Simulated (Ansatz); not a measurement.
# TlS (Pm-3m): Grüneisen parameters, part 2 of 2

Does TlS (Pm-3m) expand much on heating, by its phonons?

Ansatz 0.2.0; DFT PBEsol, scalar-relativistic, plane waves, PAW; PAW set soft_1.

So far, highest frequency on the path or at a solved wavevector (cm⁻¹): step 2 (response at finite wavevector) 188; step 4 (phonons at the other volume, volume ratio 0.97) 200.

**5. Relaxing at another volume, volume ratio 1.03**

The volume is scaled by 1.03 and held; symmetry leaves nothing to relax, so this is a single point. The modes can then be followed against volume.

Input file input.yaml:

```yaml
crystal:
  lattice:
    - [3.5482211795, 0.0, 0.0]
    - [0.0, 3.5482211795, 0.0]
    - [0.0, 0.0, 3.5482211795]
  atoms:
    - { symbol: Tl, position: [0.5, 0.5, 0.5] }
    - { symbol: S, position: [0.0, 0.0, 0.0] }
kpoints:
  mp_grid: { grid: [12, 12, 12] }
hamiltonian:
  xc: pbesol
  pseudopotentials: { kind: paw, azcp: { folder: soft_1 }, xc_functional: pbe }
scf:
  occupations: { method: methfessel_paxton, width: 0.2 }
output:
  forces: true
  stress: true
  eigenvalues: true
```

Started as:

```bash
$ ansatz run input.yaml --threads 4 --pin off --max-ram 10240MiB --backend cpu --events-out ev --progress --plain --runs-dir out
```

Numbers of over 12 decimals in the logs are rounded to 6 here.

The program printed:

```text
[...]
Crystal: 2 atoms, lattice volume = 44.672 Å³
Basis set: ecut = 420 eV, 895 PW (Γ), exchange–correlation on 48×48×48 points (8 copies of the dense FFT grid, shifted against one another)
Bands: 14, of which v1, the nominal top of the filled ones, is band 10 counted from 1 (9 counted from 0)
Symmetry: 48 space group operations
[...]
k-points: 84 of 1728
[...]
P = ⅓ Tr σ = -1.6079 GPa (-16.079 kbar)
--- Band table (eV; the first three rows and the last of 84) ---
  k-point 0: bands = [... 6 lower, 4.7411, 7.6250, 7.6250, 7.6250, 15.4192, 15.4192, 18.2315, 18.2315]
  k-point 1: bands = [... 6 lower, 4.4927, 7.6874, 7.6874, 7.7628, 15.4464, 15.4850, 17.9459, 17.9459]
  k-point 2: bands = [... 6 lower, 3.8906, 7.8645, 7.8645, 8.0975, 15.1734, 15.5249, 17.2471, 17.2471]
  k-point 83: bands = [... 6 lower, 6.7789, 6.9154, 6.9154, 6.9154, 9.9733, 9.9733, 9.9733, 24.4770]
[key lines of the parts left out:]
SCF converged after 6 iterations
Free energy (F): -12182.594696 eV
Fermi energy:    8.743403 eV
```

The job ended after 0.95 s (4 threads of Arm Neoverse V1, shared host; peak memory 0.34 GiB; 3 s of CPU time).

Numbers from this step:

```
pressure        : -1.608 GPa
volume per atom : 22.34 Å³
```

The run ends at a pressure of -1.61 GPa.

**6. Phonons at the other volume, volume ratio 1.03**

The phonons are repeated at this volume on the same k and q meshes.

input.yaml, as its differences from that of step 5:

```diff
@@ -16,4 +16,11 @@
 output:
-  forces: true
-  stress: true
   eigenvalues: true
+phonons:
+  method: dfpt
+  qmesh: [4, 4, 4]
+  temperatures: { t_max: 1000, t_step: 50 }
+  qpath:
+    path:
+      - [[0.0, 0.0, 0.0], [0.0, 0.5, 0.0], [0.5, 0.5, 0.0], [0.0, 0.0, 0.0], [0.5, 0.5, 0.5], [0.0, 0.5, 0.0]]
+      - [[0.5, 0.5, 0.5], [0.5, 0.5, 0.0]]
+    npoints: 10
```

The program printed:

```text
[...]
Crystal: 2 atoms, lattice volume = 44.672 Å³
Basis set: ecut = 420 eV, 895 PW (Γ), exchange–correlation on 48×48×48 points (8 copies of the dense FFT grid, shifted against one another)
Bands: 14, of which v1, the nominal top of the filled ones, is band 10 counted from 1 (9 counted from 0)
Symmetry: 48 space group operations
k-points: 84 of 1728
[...]
k-point 83: bands = [... 6 lower, 6.7787, 6.9154, 6.9154, 6.9154, 9.9733, 9.9733, 9.9733, 24.4769]
[...]
ASR residual: 3.563e-5 → 0.000e0 eV/Å²; symmetrization residual: 2.131e-6 eV/Å²
  ASR residual per site (eV/Å²): 3.56e-5 1.77e-5
  Γ frequencies (cm⁻¹): 0.00 0.00 0.00 32.26 32.26 32.26
--- Phonons (arbitrary-q DFPT): 10 irreducible q on the 4×4×4 mesh ---
[...]
interpolated dispersion: 62 rows × 6 modes
[...]
[key lines of the parts left out:]
SCF converged after 8 iterations
Free energy (F): -12182.594696 eV
Fermi energy:    8.743354 eV
```

Run time: 3.2 min. Hardware: 4 threads; peak memory 1.5 GiB; 13 min of CPU time.

This step gave:

| Quantity | Value |
| --- | --- |
| sum-rule residual before enforcement | 3.56e-5 eV/Å² |
| lowest frequency on the path | -132.8 cm⁻¹ |
| highest frequency on the path or at a solved wavevector | 175.6 cm⁻¹ |
| highest optical mode at the zone centre (no LO-TO term) | 32.26 cm⁻¹ |
| lowest optical zone-centre mode | 32.26 cm⁻¹ |
| lowest mode on the q mesh (acoustic modes at Γ apart) | -132.8 cm⁻¹ |

The highest optical mode at the zone centre (no LO-TO term) is 32.3 cm⁻¹, -24.5 cm⁻¹ against the base run.

**7. Grüneisen parameters**

The Grüneisen parameter of a mode is minus the logarithmic change of its frequency with volume, −d ln ω / d ln V; weighted by heat capacity it gives the expansion.

Numbers from this step:

* bulk modulus: 59.3 GPa

Phonon branches along the path, in cm⁻¹:

```csv
point,branch 1,branch 2,branch 3,branch 4,branch 5,branch 6
Γ,0,0,0,57,57,57
halfway,-62,-62,21,21,63,133
X,-49,-49,24,24,88,132
halfway,-107,16,48,78,140,152
M,-128,-13,64,64,188,188
halfway,-107,18,47,66,108,150
Γ,0,0,0,57,57,57
halfway,50,50,61,103,140,140
R,70,70,70,173,173,173
halfway,45,54,73,122,124,157
X,-49,-49,24,24,88,132
jump to R,70,70,70,173,173,173
halfway,51,67,67,123,174,174
M,-128,-13,64,64,188,188
```

The same for volume x 0.97:

```
point  branch 1  branch 2  branch 3  branch 4  branch 5  branch 6
    Γ         0         0         0        76        76        76
    X       -31       -31        29        29        93       146
    M      -122         7        68        68       200       200
    Γ         0         0         0        76        76        76
    R        75        75        75       186       186       186
    X       -31       -31        29        29        93       146
    R        75        75        75       186       186       186
    M      -122         7        68        68       200       200
```

The same for volume x 1.03:

```
point  branch 1  branch 2  branch 3  branch 4  branch 5  branch 6
    Γ         0         0         0        32        32        32
    X       -61       -61        18        18        83       118
    M      -133       -19        61        61       176       176
    Γ         0         0         0        32        32        32
    R        65        65        65       161       161       161
    X       -61       -61        18        18        83       118
    R        65        65        65       161       161       161
    M      -133       -19        61        61       176       176
```

The first set of phonon branches as a text plot (rows in cm⁻¹):

```
    193 |              *                                        *
    180 |             * **                    **          *  ***
    166 |           **   ****              ***  ****      ***
    152 |           *     *  *           ***      * **      *
    138 |   ********          *         *          *  ****
    124 |                  **          * **         *        *
    110 |  *       *         * *        *
     96 |                            **              *
     82 | *   ******          * *                    *****
     69 |*  **      ********** * *  *  * ************ *   *******
     55 |*          **    *** ****** ******       ***       **
     41 | **      **         ** **  *  *            ***
     27 | *********            **   ***               ****    *
     13 |*         **     ****** * **                  *       *
     -1 |*           *   *        *                             *
    -15 | *           ***        *
    -29 |  *     *
    -43 |       *               *                       **    *
    -56 |   * ** *
    -70 |    *                 *
    -84 |         *
    -98 |          *          *                                *
   -112 |           *      ***
   -126 |            ******                                     *
         Γ      X      M          Γ            R        X|R     M
```

**8. Summary of results**

| Quantity | Value |
| --- | --- |
| bulk modulus | 59.3 GPa |

In words: No expansion is given, because modes are imaginary at one volume or more. The highest optical mode at Γ goes from 76 to 32 cm⁻¹ as the cell grows, a Grüneisen parameter of 14.23. Branches are matched by rank, so values near crossings are rough. With no gap, or one that is small against the smearing, the frequencies hang on the k mesh and the smearing, most of all near Kohn anomalies. The phonon runs are without spin polarisation, although the cell has an odd electron count. Spin-orbit coupling is left out, which can matter for the heavy elements here. The PAW files were made for PBE and serve the other functionals too. A phonon run warned that its eigensolver left some bands unconverged in a pass.

[Logs are printed without paths, hosts, clocks, repeated set-up lines and the standing remarks that a program may print on its own settings, such as how far it seeks lower states.]

[Hosts, paths, dates, database ids (printed as entryN), source tags and the programs' standing remarks are cut or masked in the printed files.]
